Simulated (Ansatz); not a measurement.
# k-point convergence of GW for Selenium (P3_121, 3 atoms a cell)

Aim: the G0W0 gap of Selenium (P3_121, 3 atoms a cell) on a series of meshes, at fixed bands and cutoff.

Main program and level: Ansatz 0.2.0; G0W0 on PBE, plane waves, PAW; PAW set soft_1.

### 1. Starting point

The structure is trigonal, space group P3_121 (No. 152). Conventional cell: a = 4.366 Å, b = 4.366 Å, c = 4.954 Å, α = 90.00°, β = 90.00°, γ = 120.00°. Nearest to Se lie 2 Se at 2.37 Å.

The cell and positions come from the Crystallography Open Database and are kept as given unless a step says otherwise.

### 2. The 6×6×2 mesh

Now the one-shot GW correction: screening in the RPA, then the self-energy of the levels asked for. This step takes PAW set soft_1 files.

The input, input.yaml:

```yaml
crystal:
  lattice:
    - [4.3662, 0.0, 0.0]
    - [-2.1831, 3.781240118, 0.0]
    - [0.0, 0.0, 4.9536]
  atoms:
    - { symbol: Se, position: [0.2254, 0.0, 0.3333333333] }
    - { symbol: Se, position: [0.0, 0.2254, 0.6666666667] }
    - { symbol: Se, position: [0.7746, 0.7746, 0.0] }
kpoints:
  mp_grid: { grid: [6, 6, 2] }
hamiltonian:
  xc: pbe
  pseudopotentials: { kind: paw, azcp: { folder: soft_1 } }
scf:
  occupations: { method: fixed }
gw:
  n_empty_bands: 185
  ecut_chi: 100
  qp_bands: [v2, c2]
  qp_kpoints: band_edges
  screening: { model: contour_deformation }
```

Started as:

```bash
ansatz run input.yaml --threads 2 --pin off --max-ram 92160MiB --backend cuda --events-out ev --progress --plain --runs-dir out --devices 1 --max-vram 13GiB
```

Numbers of over 12 decimals in the logs are rounded to 6 here.

Output:

```text
GPUs: using 1 of 1 available (devices: 1).
Engine: ansatz 0.2.0, x86_64-unknown-linux-gnu
Pseudopotentials: kind: paw
Pseudopotential: Se, paw, valence charge 16, recommended cutoff 420 eV (normal), soft_1/Se.paw.azcp
Functional definition: PBE
  parameter kappa = 0.804
  parameter beta = 0.066725
  exchange = pbe_x(kappa = kappa, mu = beta*pi^2/3)
  correlation = pbe_c(beta = beta)
device memory: the entry about to start is reckoned to put 0.8 GiB on a device that reports 37.0 GiB free (of which the cap on the GPU budget leaves the run 13.0 GiB)
GPU FFT provider: cuFFT
GPU libraries: cuBLAS 13.8.2, cuFFT 12.4.0, cuSOLVER 12.3.4
Crystal: 3 atoms, lattice volume = 81.782 Å³
Basis set: ecut = 420 eV, 1583 PW (Γ)
Bands: 29, of which v1, the nominal top of the filled ones, is band 24 counted from 1 (23 counted from 0)
Symmetry: 6 space group operations
Space group: P3121 (ITA 152), of the structure as read, at distance tolerance 4.3e-5 Å
k-points: 14 of 72 (time reversal used)
Non-local potential: Se, projectors of the file, l = 0: 2, l = 1: 2, l = 2: 3, l = 3: 1
PAW form: soft (Blöchl's): semilocal exchange-correlation on the pseudo side does not see the compensation charge
PAW one-centre angular grid: Se, 590 points (default); XC on 64 Gauss nodes
Initial density: superposition of atomic densities (chi_scale 0.1, normalization cell)
Initial wavefunctions: pseudopotential atomic-orbital guess
GPU buffer pool allocated for 32400 grid points (all kernels)
GPU transforms: local potential and band sums: pruned to the plane-wave sphere, on 30×30×36
Functional: x = pbe(κ = 0.804, μ = 0.219515), c = pbe(β = 0.066725)
SCF iter   1: F=—  HF=-16407.233597 eV  |F-HF|=—  |Δ(HF+E_count)|=         —  Δρ=2.83e-2  dr2=4.06e-1  ethr=3.10e-3  ⟨swp⟩=5.0  Hψ=1461  notcnv=0  defer=34
preconditioner: auto → Resta (q_TF=auto, 2.496 Å⁻¹)  ε∞=3.8  [insulator: Δε(μ)=1.127 eV  Ē_g=10.422 eV  n_scr=20 (ndim 8)  ℏωp=17.4 eV  f_vac=0.063  ε∞_Penn≈3.8]
SCF iter   2: F=—  HF=-16407.172472 eV  |F-HF|=—  |Δ(HF+E_count)|=   6.11e-2  Δρ=1.57e-2  dr2=1.27e-1  ethr=8.47e-4  ⟨swp⟩=2.0  Hψ=548  notcnv=0  defer=38
SCF iter   3: F=—  HF=-16407.155950 eV  |F-HF|=—  |Δ(HF+E_count)|=   1.65e-2  Δρ=1.62e-3  dr2=1.80e-3  ethr=2.66e-4  ⟨swp⟩=2.3  Hψ=504  notcnv=0  defer=40
SCF iter   4: F=—  HF=-16407.156914 eV  |F-HF|=—  |Δ(HF+E_count)|=   9.63e-4  Δρ=6.18e-4  dr2=2.28e-4  ethr=3.74e-6  ⟨swp⟩=2.0  Hψ=757  notcnv=0  defer=41
SCF iter   5: F=—  HF=-16407.157023 eV  |F-HF|=—  |Δ(HF+E_count)|=   1.09e-4  Δρ=2.08e-4  dr2=3.96e-5  ethr=4.75e-7  ⟨swp⟩=2.0  Hψ=757  notcnv=0  defer=41
SCF iter   6: F=—  HF=-16407.157099 eV  |F-HF|=—  |Δ(HF+E_count)|=   7.65e-5  Δρ=5.41e-5  dr2=2.61e-6  ethr=8.26e-8  ⟨swp⟩=2.0  Hψ=518  notcnv=0  defer=26
SCF iter   7: F=-16407.157105 eV  HF=-16407.157105 eV  |F-HF|=1.25e-7  |Δ(HF+E_count)|=   6.06e-6  Δρ=1.14e-5  dr2=7.92e-8  ethr=2.08e-10  ⟨swp⟩=6.8  Hψ=1838  notcnv=0
SCF 1 converged in 7 iterations: F = -16407.157105 eV  dr2 = 7.92e-8
[...]
device memory: the entry about to start is reckoned to put 0.9 GiB on a device that reports 36.8 GiB free (of which the cap on the GPU budget leaves the run 13.0 GiB)
NSCF: frozen V_eff on 14 k-points, pencils in batches of 32, up to order 116
[...]
device memory: the entry about to start is reckoned to put 3.0 GiB on a device that reports 36.9 GiB free (of which the cap on the GPU budget leaves the run 13.0 GiB)
NSCF: frozen V_eff on 14 k-points
G₀W₀ screening: q 1/14
[... further progress lines ...]
SCF converged after 7 iterations
Free energy (F): -16407.157105 eV
Harris-Foulkes:  -16407.157105 eV  (|F-HF|=1.25e-7)
Internal energy: -16407.157105 eV  (E = F + TS)
E sigma→0 (E₀):  -16407.157105 eV
Fermi energy:    6.531026 eV
--- Per-component energies (eV) ---
  E_band       = -1243.935633
  E_kinetic    = 329.439199
  E_local      = -8421.449784  (includes V_loc(G=0)·N_el)
  E_nonlocal   = -1060.743384
  E_hartree    = 4372.133048
  E_xc         = -253.972832
  E_vxc        = -269.248664  (∫ρ·V_xc dr)
  E_paw        = -6390.987585  (= ΣΔE_a)
  E_vpaw       = -566.198522  (= ΣTr[D̂ρ^β])
  E_aug_tail   = -0.001113  (compensation charges beyond the density's cutoff)
  E_ewald      = -4981.574654
  E_smearing   = -0.000000  (= −TS)
  E_closure    = 0.000000  (closes the sum)
  Σ components = -16407.157105   (vs F -16407.157105, Δ=0.00e0)
--- Band table (eV; the first three rows and the last of 14) ---
  k-point 0: bands = [... 20 lower, 2.7535, 4.4721, 4.4721, 6.1083, 8.3981, 8.3981, 8.6844, 12.6886, ... 1 higher]
  k-point 1: bands = [... 20 lower, 3.1262, 4.9710, 4.9710, 5.3921, 7.7320, 7.7320, 7.7893, 12.7980, ... 1 higher]
  k-point 2: bands = [... 20 lower, 2.9426, 4.5095, 4.8562, 5.9067, 8.3140, 8.4103, 8.9533, 12.6243, ... 1 higher]
  k-point 13: bands = [... 20 lower, 1.5638, 5.5284, 6.3020, 6.3020, 7.5392, 9.2317, 9.2317, 13.1784, ... 1 higher]
--- G₀W₀: contour deformation, 7 samples at zero and on the imaginary axis and 1 off it, 72 q-points, 185 empty bands' worth ---
  eigenvalues of the whole cell's RPA ε∞ on this k-mesh (on a slab, of 1 + 4πα/V) = 10.3494, 10.3494, 16.3352; static W/v taken at q = 0 is 0.055531
  bands read: the sum over 209 bands ends inside a degenerate multiplet in 2 slots, whose members it reads at an even weight; the widest, k=1: bands 209 to 210 (counted from 1) at 1/2 each
  gw.qp_kpoints: band_edges: 10 of 14 stored k-points solved, in 1 pass; an edge of the gap read off the rows below is read off those points alone
    valence top: of the k-points left out ik 5 came nearest to being solved in a further pass, in band 24 (counted from 1, as in the quasiparticle table): it holds the edge there only if its correction is more favourable than any solved in that band by at least 0.585 eV; those differ by 0.120 eV
    conduction bottom: of the k-points left out ik 5 came nearest to being solved in a further pass, in band 25 (counted from 1, as in the quasiparticle table): it holds the edge there only if its correction is more favourable than any solved in that band by at least 0.586 eV; those differ by 0.130 eV
    ik  band        ε_KS         Σx   Σc(E_QP)       V_xc       Z   E_QP_lin       E_QP  E_QP is
     0    23      4.4721   -17.1203     2.7482   -13.9120  0.6813     3.9998     4.0121  root
     0    24      6.1083   -17.6510     2.1722   -15.0132  0.7217     5.6370     5.6428  root
     0    25      8.3981   -10.7727    -3.9690   -15.0535  0.7250     8.7128     8.7098  root
     0    26      8.3981   -10.7727    -3.9690   -15.0535  0.7250     8.7128     8.7098  root
     1    23      4.9710   -16.7892     2.4167   -13.9287  0.6937     4.5180     4.5273  root
     1    24      5.3921   -17.6750     2.4978   -14.7019  0.7075     4.9094     4.9169  root
     1    25      7.7320    -9.6256    -3.5530   -13.3606  0.7522     7.9145     7.9139  root
     1    26      7.7320    -9.6256    -3.5530   -13.3606  0.7522     7.9145     7.9139  root
     2    23      4.8562   -17.4576     2.2660   -14.7471  0.7068     4.4042     4.4117  root
     2    24      5.9067   -17.4869     2.1698   -14.8568  0.7185     5.4401     5.4465  root
     2    25      8.3140   -10.3703    -3.8016   -14.4385  0.7355     8.5823     8.5806  root
     2    26      8.4103   -10.6554    -3.8686   -14.8084  0.7292     8.6969     8.6946  root
     3    23      5.1240   -16.9974     2.2479   -14.3328  0.6976     4.7005     4.7074  root
     3    24      5.3547   -17.3521     2.3401   -14.5583  0.7065     4.8942     4.9011  root
[...]
11    26      9.1107   -10.6722    -4.0360   -14.9625  0.7126     9.3678     9.3649  root
    13    23      6.3020   -17.4472     1.4940   -15.5644  0.7334     5.9099     5.9131  root
    13    24      6.3020   -17.4472     1.4940   -15.5644  0.7334     5.9099     5.9131  root
    13    25      7.5392   -11.2565    -3.5086   -15.0552  0.7403     7.8308     7.8293  root
    13    26      9.2317   -10.6844    -4.1668   -15.1553  0.7076     9.5399     9.5357  root
```

Wall time 29 s (1 × NVIDIA H100 80GB HBM3 (shared by 6 runs) with 2 threads of AMD EPYC 7R13 (Zen 3), shared host); peak memory 1.2 GiB.

The column dr2 measures how far the density is from self-consistency, as an energy; F and HF (Harris–Foulkes) agree once it is small.

This step gave:

```
bands summed                                 : 209
RPA ε∞ on this mesh (eigenvalues)            : 10.35, 10.35, 16.34
plane waves in the screening matrix          : 201
q-points in the mesh                         : 72
G0W0 gap on the mesh                         : 1.658 eV
k of the valence top                         : 0, -0.5, -0.5
k of the conduction bottom                   : 0.3333, 0.3333, -0.5
starting gap on the mesh                     : 1.008 eV
Z at the valence top                         : 0.7377
Z at the conduction bottom                   : 0.7403
least direct G0W0 gap on the computed points : 1.916 eV
```

The gap on the mesh goes from 1.01 eV to 1.66 eV, a correction of +0.65 eV. Between the two edge states, bare exchange in place of the xc potential would open the gap by 5.47 eV, and correlation takes back 4.82 eV.

### 3. The 6×6×4 mesh

Only the mesh changes. It samples the long-range screening, which converges on its own terms.

Edit input.yaml of step 2 so:

```diff
@@ -10,3 +10,3 @@
 kpoints:
-  mp_grid: { grid: [6, 6, 2] }
+  mp_grid: { grid: [6, 6, 4] }
 hamiltonian:
```

Output:

```text
GPUs: using 1 of 1 available (devices: 1).
[...]
GPU FFT provider: cuFFT
GPU libraries: cuBLAS 13.8.2, cuFFT 12.4.0, cuSOLVER 12.3.4
Crystal: 3 atoms, lattice volume = 81.782 Å³
Basis set: ecut = 420 eV, 1583 PW (Γ)
Bands: 29, of which v1, the nominal top of the filled ones, is band 24 counted from 1 (23 counted from 0)
[... 1 set-up line as in the run before ...]
[...]
k-points: 24 of 144 (time reversal used)
[...]
GPU buffer pool allocated for 32400 grid points (all kernels)
[...]
SCF iter   1: F=—  HF=-16407.299670 eV  |F-HF|=—  |Δ(HF+E_count)|=         —  Δρ=2.78e-2  dr2=3.89e-1  ethr=3.10e-3  ⟨swp⟩=4.7  Hψ=2552  notcnv=0  defer=56
[...]
SCF iter   7: F=-16407.227624 eV  HF=-16407.227624 eV  |F-HF|=1.06e-7  |Δ(HF+E_count)|=   5.52e-6  Δρ=1.06e-5  dr2=6.76e-8  ethr=2.08e-10  ⟨swp⟩=7.1  Hψ=3165  notcnv=0
SCF 1 converged in 7 iterations: F = -16407.227624 eV  dr2 = 6.76e-8
[...]
0    23      4.4707   -17.1437     2.7549   -13.9114  0.6816     3.9796     3.9933  root
     0    24      6.1043   -17.6169     2.1321   -15.0073  0.7221     5.6203     5.6269  root
     0    25      8.4024   -10.7755    -3.9501   -15.0568  0.7267     8.7369     8.7336  root
     0    26      8.4024   -10.7755    -3.9501   -15.0568  0.7267     8.7369     8.7336  root
     1    23      4.9450   -17.3243     2.5396   -14.2959  0.7011     4.4459     4.4561  root
     1    24      5.6795   -17.3244     2.2206   -14.6267  0.7153     5.1947     5.2025  root
     1    25      7.9720    -9.9361    -3.6808   -13.8659  0.7455     8.2223     8.2210  root
     1    26      8.0427   -10.6982    -3.7108   -14.6945  0.7323     8.3303     8.3282  root
[...]
23    23      6.2984   -17.4559     1.4832   -15.5637  0.7336     5.8856     5.8895  root
    23    24      6.2984   -17.4559     1.4832   -15.5637  0.7336     5.8856     5.8895  root
    23    25      7.5497   -11.3279    -3.4304   -15.0623  0.7435     7.8556     7.8537  root
    23    26      9.2295   -10.7515    -4.0778   -15.1531  0.7119     9.5576     9.5532  root
[key lines of the parts left out:]
SCF converged after 7 iterations
Free energy (F): -16407.227624 eV
Fermi energy:    6.527454 eV
```

Elapsed: 33 s, on 1 × NVIDIA H100 80GB HBM3 (shared by 6 runs) with 2 threads; peak memory 1.3 GiB.

Numbers from this step:

| Quantity | Value |
| --- | --- |
| bands summed | 209 |
| RPA ε∞ on this mesh (eigenvalues) | 9.141, 9.141, 13.71 |
| plane waves in the screening matrix | 201 |
| q-points in the mesh | 144 |
| G0W0 gap on the mesh | 1.703 eV |
| k of the valence top | 0, -0.5, -0.5 |
| k of the conduction bottom | 0.3333, 0.3333, -0.5 |
| starting gap on the mesh | 1.022 eV |
| Z at the valence top | 0.7387 |
| Z at the conduction bottom | 0.7435 |
| least direct G0W0 gap on the computed points | 1.964 eV |

Against the run with 6×6×2 mesh, 185 empty bands, screening to 100 eV, PAW set soft_1 files, the gap moves by +0.04 eV.

### 4. The 12×12×6 mesh

Edit input.yaml of step 3 so:

```diff
@@ -10,3 +10,3 @@
 kpoints:
-  mp_grid: { grid: [6, 6, 4] }
+  mp_grid: { grid: [12, 12, 6] }
 hamiltonian:
```

Output:

```text
GPUs: using 1 of 1 available (devices: 1).
[...]
GPU FFT provider: cuFFT
GPU libraries: cuBLAS 13.8.2, cuFFT 12.4.0, cuSOLVER 12.3.4
Crystal: 3 atoms, lattice volume = 81.782 Å³
Basis set: ecut = 420 eV, 1583 PW (Γ)
Bands: 29, of which v1, the nominal top of the filled ones, is band 24 counted from 1 (23 counted from 0)
[... 1 set-up line as in the run before ...]
[...]
k-points: 100 of 864 (time reversal used)
[...]
2    26      7.9124   -10.7325    -3.6015   -14.6101  0.7358     8.1902     8.1885  root
[...]
99    23      6.2981   -17.4069     1.4327   -15.5637  0.7353     5.8840     5.8876  root
    99    24      6.2981   -17.4069     1.4327   -15.5637  0.7353     5.8840     5.8876  root
    99    25      7.5495   -11.4294    -3.3305   -15.0625  0.7464     7.8537     7.8521  root
    99    26      9.2291   -10.7734    -4.0531   -15.1531  0.7128     9.5601     9.5558  root
[key lines of the parts left out:]
SCF converged after 7 iterations
Free energy (F): -16407.229232 eV
Fermi energy:    6.527159 eV
```

Elapsed: 11 min, on 1 × NVIDIA H100 80GB HBM3 (shared by 6 runs) with 2 threads; peak memory 2.5 GiB.

This step gave:

```yaml
bands_summed: 209
rpa_eps_infinity_on_this_mesh_eigenvalues: 8.796, 8.796, 13.55
plane_waves_in_the_screening_matrix: 201
g0w0_gap_on_the_mesh: 1.703 eV
k_of_the_valence_top: 0, -0.5, -0.5
k_of_the_conduction_bottom: 0.3333, 0.3333, -0.5
starting_gap_on_the_mesh: 1.022 eV
least_direct_g0w0_gap_on_the_computed_points: 1.964 eV
```

Against the run with 6×6×4 mesh, 185 empty bands, screening to 100 eV, PAW set soft_1 files, the gap moves by +0.001 eV.

### 5. The meshes together

Times are wall times on 1 × NVIDIA H100 80GB HBM3 (shared by 6 runs) with 2 threads of AMD EPYC 7R13 (Zen 3), shared host, good to a factor of about two.

```csv
mesh,points,irreducible,start (eV),G0W0 (eV),shift (eV),RPA ε∞ (mean),time
6×6×2,72,14,1.008,1.658,+0.650,12.34,29 s
6×6×4,144,24,1.022,1.703,+0.680,10.67,33 s
12×12×6,864,100,1.022,1.703,+0.681,10.38,11 min
```

### 6. What came out

```json
{"6×6×2": "1.658 eV (shift +0.650)", "6×6×4": "1.703 eV (shift +0.680)", "12×12×6": "1.703 eV (shift +0.681)", "settings": "PBE start, 185 empty bands, 100 eV"}
```

What this shows: The shift is +0.65 eV on 6×6×2 and +0.68 eV on 12×12×6; the last step moves it by +0.001 eV. The RPA ε∞ (mean) ranges from 10.38 to 12.34 and ends at 10.38; the coarsest mesh overstates it. From 72 to 864 points the time grows 24-fold. Bands and cutoff are modest here, so the values stand off the basis limit. The many-body steps are scalar-relativistic: spin-orbit coupling is not in them.

[Paths, hosts, dates, memory and timing lines, banners, echoed tables and standing remarks are left out of the program output.]

[Logs are printed without paths, hosts, clocks, repeated set-up lines and the standing remarks that a program may print on its own settings, such as how far it seeks lower states.]

[Runs of the session that timed out or met a known fault of the program may be left out.]

[Cells called generated may have been cut or substituted from an entry of the Crystallography Open Database or the Materials Project.]

[Hosts, paths, dates, database ids (printed as entryN), source tags and the programs' standing remarks are cut or masked in the printed files.]
